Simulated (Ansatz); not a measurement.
**A frame of liquid hydrogen fluoride from 293 K (112 atoms): geometry optimisation**

Wanted: the relaxed structure of a frame of liquid hydrogen fluoride from 293 K (112 atoms) and its electronic structure.

Method: Kohn-Sham DFT, PBE, PAW (set soft_2), plane waves, in Ansatz 0.2.0.

### Step 1. Set-up

The cell holds 112 atoms: 56 F and 56 H. Cell: a = 12.256 Å, b = 12.256 Å, c = 12.256 Å, α = 90.0°, β = 90.0°, γ = 90.0°. 56 hydrogen fluoride placed at random, at 1.01 g/cm³; overlaps pushed apart, then 10 ps at 393 K with a harmonic two-site HF with charges of 0.5 e and a 12-6 site on F. Snapshot after 20 ps at 293 K and fixed volume. The density is a measured one.

Limits known from the start: The starting topology of bonds comes from the classical model. The Brillouin zone is sampled at Γ only, in a cell whose shortest periodic width is 12 Å.

### Step 2. Single point at the start

The forces at the start show how far the geometry lies from a minimum of this functional.

input.yaml reads:

```yaml
crystal:
  lattice:
    - [12.25582, 0.0, 0.0]
    - [0.0, 12.25582, 0.0]
    - [0.0, 0.0, 12.25582]
  atoms:
    - { symbol: F, position: [0.3437, 0.42574, 0.29858] }
    - { symbol: H, position: [0.3709, 0.48259, 0.25067] }
    - { symbol: F, position: [0.15411, 0.68442, 0.19298] }
    - { symbol: H, position: [0.11148, 0.62196, 0.21447] }
    - { symbol: F, position: [0.7497, 0.74594, 0.55967] }
    - { symbol: H, position: [0.71007, 0.81694, 0.55949] }
    - { symbol: F, position: [0.64711, 0.50375, 0.95775] }
    - { symbol: H, position: [0.6686, 0.57868, 0.94424] }
    - { symbol: F, position: [0.97173, 0.81388, 0.08885] }
    - { symbol: H, position: [0.96172, 0.74331, 0.05217] }
    - { symbol: F, position: [0.98272, 0.49137, 0.58036] }
    - { symbol: H, position: [0.91728, 0.52213, 0.60921] }
    - { symbol: F, position: [0.09864, 0.70857, 0.44759] }
    - { symbol: H, position: [0.02827, 0.69003, 0.42228] }
    - { symbol: F, position: [0.24221, 0.26573, 0.32092] }
    - { symbol: H, position: [0.2933, 0.32794, 0.31024] }
    - { symbol: F, position: [0.5953, 0.08305, 0.62204] }
    - { symbol: H, position: [0.56917, 0.14917, 0.66216] }
    - { symbol: F, position: [0.86033, 0.26264, 0.53048] }
    - { symbol: H, position: [0.86024, 0.20151, 0.58178] }
    - { symbol: F, position: [0.32039, 0.45026, 0.80241] }
    - { symbol: H, position: [0.28784, 0.39654, 0.84742] }
    - { symbol: F, position: [0.90344, 0.44913, 0.99771] }
    - { symbol: H, position: [0.86385, 0.39519, 0.95751] }
    - { symbol: F, position: [0.8068, 0.54723, 0.28133] }
    - { symbol: H, position: [0.80961, 0.4762, 0.3149] }
    - { symbol: F, position: [0.64669, 0.9083, 0.58632] }
    - { symbol: H, position: [0.63171, 0.98343, 0.58177] }
    - { symbol: F, position: [0.94154, 0.13684, 0.81931] }
    - { symbol: H, position: [0.00174, 0.12615, 0.86312] }
    - { symbol: F, position: [0.1439, 0.88959, 0.90964] }
    - { symbol: H, position: [0.17026, 0.84511, 0.97216] }
    - { symbol: F, position: [0.2044, 0.78462, 0.04865] }
    - { symbol: H, position: [0.19721, 0.73599, 0.11162] }
    - { symbol: F, position: [0.68858, 0.67149, 0.12454] }
    - { symbol: H, position: [0.65279, 0.62262, 0.17569] }
    - { symbol: F, position: [0.11291, 0.16844, 0.40581] }
    - { symbol: H, position: [0.16132, 0.21748, 0.37342] }
    - { symbol: F, position: [0.17314, 0.96119, 0.23214] }
    - { symbol: H, position: [0.16469, 0.91519, 0.2957] }
    - { symbol: F, position: [0.79463, 0.77949, 0.79022] }
    - { symbol: H, position: [0.86942, 0.79041, 0.81438] }
    - { symbol: F, position: [0.90088, 0.98739, 0.14137] }
    - { symbol: H, position: [0.93319, 0.9264, 0.10219] }
    - { symbol: F, position: [0.83197, 0.9303, 0.40429] }
    - { symbol: H, position: [0.87207, 0.99821, 0.41073] }
    - { symbol: F, position: [0.34383, 0.16055, 0.94852] }
    - { symbol: H, position: [0.36229, 0.08901, 0.92208] }
    - { symbol: F, position: [0.35997, 0.80435, 0.81324] }
    - { symbol: H, position: [0.35741, 0.72791, 0.8228] }
    - { symbol: F, position: [0.28018, 0.33486, 0.95706] }
    - { symbol: H, position: [0.30137, 0.25735, 0.96192] }
    - { symbol: F, position: [0.7975, 0.32172, 0.90089] }
    - { symbol: H, position: [0.7524, 0.25472, 0.9057] }
    - { symbol: F, position: [0.37959, 0.62725, 0.82002] }
    - { symbol: H, position: [0.36618, 0.55468, 0.79763] }
    - { symbol: F, position: [0.17827, 0.08224, 0.09774] }
    - { symbol: H, position: [0.17517, 0.02992, 0.15206] }
    - { symbol: F, position: [0.69721, 0.17309, 0.93532] }
    - { symbol: H, position: [0.67276, 0.11442, 0.98434] }
    - { symbol: F, position: [0.07803, 0.11224, 0.9325] }
    - { symbol: H, position: [0.12243, 0.10455, 0.99621] }
    - { symbol: F, position: [0.52093, 0.9084, 0.22562] }
    - { symbol: H, position: [0.59127, 0.89574, 0.25948] }
    - { symbol: F, position: [0.94655, 0.07661, 0.42462] }
    - { symbol: H, position: [0.01556, 0.118, 0.41679] }
    - { symbol: F, position: [0.67317, 0.02414, 0.03404] }
    - { symbol: H, position: [0.70081, 0.9509, 0.02815] }
    - { symbol: F, position: [0.72849, 0.84081, 0.0388] }
    - { symbol: H, position: [0.71365, 0.76696, 0.06173] }
    - { symbol: F, position: [0.68652, 0.87865, 0.31368] }
    - { symbol: H, position: [0.75551, 0.88191, 0.35455] }
    - { symbol: F, position: [0.34867, 0.48168, 0.51311] }
    - { symbol: H, position: [0.27358, 0.46913, 0.52228] }
    - { symbol: F, position: [0.67308, 0.66184, 0.85719] }
    - { symbol: H, position: [0.72293, 0.70618, 0.82119] }
    - { symbol: F, position: [0.95777, 0.62902, 0.02363] }
    - { symbol: H, position: [0.93993, 0.55033, 0.02421] }
    [... 28 atom lines left out ...]
    - { symbol: F, position: [0.83164, 0.59983, 0.63026] }
    - { symbol: H, position: [0.79683, 0.66606, 0.6003] }
    - { symbol: F, position: [0.37858, 0.58529, 0.19825] }
    - { symbol: H, position: [0.36859, 0.662, 0.21374] }
    - { symbol: F, position: [0.17267, 0.86606, 0.39063] }
    - { symbol: H, position: [0.15387, 0.79735, 0.4241] }
kpoints:
  mp_grid: { grid: [1, 1, 1] }
hamiltonian:
  xc: pbe
scf:
  occupations: { method: fermi_dirac, width: 0.025 }
output:
  forces: true
  stress: true
  populations: intrinsic
  dos:
    method: { smearing: { sigma: 0.08 } }
    de: 0.1
    projected: { site_lists: { F: [F], H: [H] } }
  eigenvalues: true
```

Started as:

```
$ ansatz run input.yaml --threads 4 --pin off --max-ram 8192MiB --backend cpu --events-out ev --progress --plain --runs-dir out
```

Numbers of over 12 decimals in the logs are rounded to 6 here.

Output:

```text
Engine: ansatz 0.2.0, x86_64-unknown-linux-gnu
Pseudopotentials: kind: paw
Pseudopotential: F, paw, valence charge 7, recommended cutoff 420 eV (normal), F.paw.azcp
Pseudopotential: H, paw, valence charge 1, recommended cutoff 420 eV (normal), H.paw.azcp
Functional definition: PBE
  parameter kappa = 0.804
  parameter beta = 0.066725
  exchange = pbe_x(kappa = kappa, mu = beta*pi^2/3)
  correlation = pbe_c(beta = beta)
Crystal: 112 atoms, lattice volume = 1840.887 Å³
Basis set: ecut = 420 eV, 36041 PW (Γ), exchange–correlation on 180×180×180 points (8 copies of the dense FFT grid, shifted against one another)
Bands: 336, of which v1, the nominal top of the filled ones, is band 224 counted from 1 (223 counted from 0)
Symmetry: 1 space group operations
Space group: P1 (ITA 1), of the structure as read, at distance tolerance 1.2e-4 Å
k-points: 1
Non-local potential: F, projectors of the file, l = 0: 2, l = 1: 2, l = 2: 1
Non-local potential: H, projectors of the file, l = 0: 2, l = 1: 1
PAW form: soft (Blöchl's): semilocal exchange-correlation on the pseudo side does not see the compensation charge
PAW one-centre angular grid: F, 110 points (default); XC on 64 Gauss nodes
PAW one-centre angular grid: H, 110 points (default); XC on 64 Gauss nodes
Initial density: superposition of atomic densities (neutral atoms: chi_scale 0, normalization atom), corrected by the library's trained network
Initial wavefunctions: pseudopotential atomic-orbital guess
Functional: x = pbe(κ = 0.804, μ = 0.219515), c = pbe(β = 0.066725)
SCF iter   1: F=—  HF=-46167.609712 eV  |F-HF|=—  |Δ(HF+E_count)|=         —  Δρ=3.96e-3  dr2=2.47e-1  ethr=1.77e-3  ⟨swp⟩=6.0  Hψ=1409  notcnv=0  defer=80
preconditioner: auto → Resta (q_TF=auto, 2.156 Å⁻¹)  ε∞=1.9  [insulator: Δε(μ)=7.529 eV  Ē_g=19.725 eV  σ=0.025 eV  W_gap=1.00  n_scr=304 (ndim 8)  ℏωp=18.3 eV  f_vac=0.499  D(μ)=0.00/eV (n_scr^D=0)  ε∞_Penn≈1.9  vacuum switching on, ρ_ref=2.8e-2 e/Å³]
SCF iter   2: F=—  HF=-46167.532444 eV  |F-HF|=—  |Δ(HF+E_count)|=   7.73e-2  Δρ=1.72e-3  dr2=4.19e-2  ethr=5.52e-5  ⟨swp⟩=2.0  Hψ=534  notcnv=0  defer=105
SCF iter   3: F=—  HF=-46167.528238 eV  |F-HF|=—  |Δ(HF+E_count)|=   4.21e-3  Δρ=6.48e-4  dr2=6.86e-3  ethr=9.35e-6  ⟨swp⟩=2.0  Hψ=462  notcnv=0  defer=105
SCF iter   4: F=—  HF=-46167.527755 eV  |F-HF|=—  |Δ(HF+E_count)|=   4.83e-4  Δρ=2.02e-4  dr2=3.56e-4  ethr=1.53e-6  ⟨swp⟩=2.0  Hψ=462  notcnv=0  defer=105
SCF iter   5: F=—  HF=-46167.527766 eV  |F-HF|=—  |Δ(HF+E_count)|=   1.05e-5  Δρ=6.85e-5  dr2=3.98e-5  ethr=7.95e-8  ⟨swp⟩=3.0  Hψ=512  notcnv=0  defer=105
SCF iter   6: F=—  HF=-46167.531015 eV  |F-HF|=—  |Δ(HF+E_count)|=   3.25e-3  Δρ=1.80e-5  dr2=2.06e-6  ethr=8.88e-9  ⟨swp⟩=2.0  Hψ=560  notcnv=0  defer=105
SCF iter   7: F=—  HF=-46167.531015 eV  |F-HF|=—  |Δ(HF+E_count)|=   1.54e-7  Δρ=5.03e-6  dr2=2.09e-7  ethr=4.59e-10  ⟨swp⟩=2.0  Hψ=455  notcnv=0  defer=105
SCF iter   8: F=-46167.531015 eV  HF=-46167.531015 eV  |F-HF|=1.88e-8  |Δ(HF+E_count)|=   2.81e-8  Δρ=1.67e-6  dr2=2.79e-8  ethr=2.23e-11  ⟨swp⟩=19.0  Hψ=2380  notcnv=0
SCF 1 converged in 8 iterations: F = -46167.531015 eV  dr2 = 2.79e-8
  greatest PAW one-centre occupation: 0.930 electrons in one spin orbital (limit 2), on the F atom at site 24 (counted from 0), in its partial waves of l = 0
SCF converged after 8 iterations
Free energy (F): -46167.531015 eV
Harris-Foulkes:  -46167.531015 eV  (|F-HF|=1.88e-8)
Internal energy: -46167.531015 eV  (E = F + TS)
E sigma→0 (E₀):  -46167.531015 eV
Fermi energy:    -2.400629 eV
--- Per-component energies (eV) ---
  E_band       = -5894.186096
  E_kinetic    = 12310.877458
  E_local      = -61631.959493  (includes V_loc(G=0)·N_el)
  E_nonlocal   = 4223.940523
  E_hartree    = 24645.455403
  E_xc         = -4927.144147
  E_vxc        = -6319.665192  (∫ρ·V_xc dr)
  E_paw        = -11287.238782  (= ΣΔE_a)
  E_vpaw       = -3768.373447  (= ΣTr[D̂ρ^β])
  E_aug_tail   = 0.058636  (compensation charges beyond the density's cutoff)
  E_ewald      = -9501.520615
  E_smearing   = -0.000000  (= −TS)
  E_closure    = 0.000000  (closes the sum)
  Σ components = -46167.531015   (vs F -46167.531015, Δ=0.00e0)
--- Forces (eV/Å), atoms counted from 1 ---
  atom   1  F      0.37380749    -0.23920997     0.30579188
  atom   2  H     -0.39725801     0.30672243    -0.00665641
  atom   3  F      0.05169879    -0.00647203     1.54787228
  atom   4  H     -0.11106628    -0.82320898    -0.53276118
  atom   5  F     -0.84993279     1.46386279    -1.28988736
  atom   6  H      0.21803715    -0.23686598     0.45229180
  atom   7  F      0.03351656    -0.48213502     0.96595323
  atom   8  H     -0.19838999    -0.31360115    -0.68124806
  atom   9  F      0.17746128    -0.13015064    -0.11832923
  atom  10  H     -0.08696503     0.20427639     0.30596601
  atom  11  F     -0.39135416    -0.85476141     0.00721059
  atom  12  H     -0.88939574     1.05794932     0.00513761
  atom  13  F      1.23396696    -0.82388987     1.33520545
  atom  14  H     -1.05758620    -0.26959835    -0.59292147
[...]
atom 111  F      0.91115817     1.44130594     0.46003018
  atom 112  H     -0.66677904    -0.55974746    -0.22839465
  max |Σ_I F_I| component: 1.27e-4 eV/Å
--- Stress (GPa, compression-positive) ---
        3.574468       1.065500       0.253956
        1.065500       4.390139      -1.181032
        0.253956      -1.181032       2.747984
  P = ⅓ Tr σ = 3.5709 GPa (35.709 kbar)
--- Band table (eV) ---
  k-point 0: bands = ["-28.5992", "-28.4672", "-28.4119", "-28.3904", [... 320 levels ...], "9.0427", "9.0999", "9.1257", "9.1567", "9.2550", "9.2735", "9.2872", "9.2999", "9.3625", "9.3981", "9.4284", "9.4586"]
--- intrinsic populations: 112 sites ---
  site symbol       q [e]
     0      F      7.4638
     1      H      0.5173
     2      F      7.4447
[...]
111      H      0.5199
  spilling = -0.000000 (of n_electrons = 448.000000)
```

Wall time 13 s (4 threads of Intel Xeon Platinum 8488C (Sapphire Rapids), shared host); peak memory 2.2 GiB; 44 s of CPU time.

The run gave:

| Item | Value |
| --- | --- |
| free energy | -46167.5310 eV |
| free energy per atom | -412.2101 eV/atom |
| SCF cycles | 8 |
| pressure | 3.571 GPa |
| r.m.s. force component | 0.7956 eV/Å |
| longest force | 3.761 eV/Å |
| Fermi energy | -2.401 eV |
| gap (highest filled to lowest empty level) | 7.415 eV |

The r.m.s. force component of 0.80 eV/Å and the pressure of 3.6 GPa set the starting point.

Length of the force by element:

| element | coordination | atoms | mean length of the force (eV/Å) | spread | least | most |
| --- | --- | --- | --- | --- | --- | --- |
| F | all | 56 | 1.40 | 0.811 | 0.250 | 3.76 |
| H | all | 56 | 0.925 | 0.576 | 0.198 | 3.25 |

[end of part 1 of 3]

[Logs are printed without paths, hosts, clocks, repeated set-up lines and the standing remarks that a program may print on its own settings, such as how far it seeks lower states.]

[Hosts, paths, dates, database ids (printed as entryN), source tags and the programs' standing remarks are cut or masked in the printed files.]
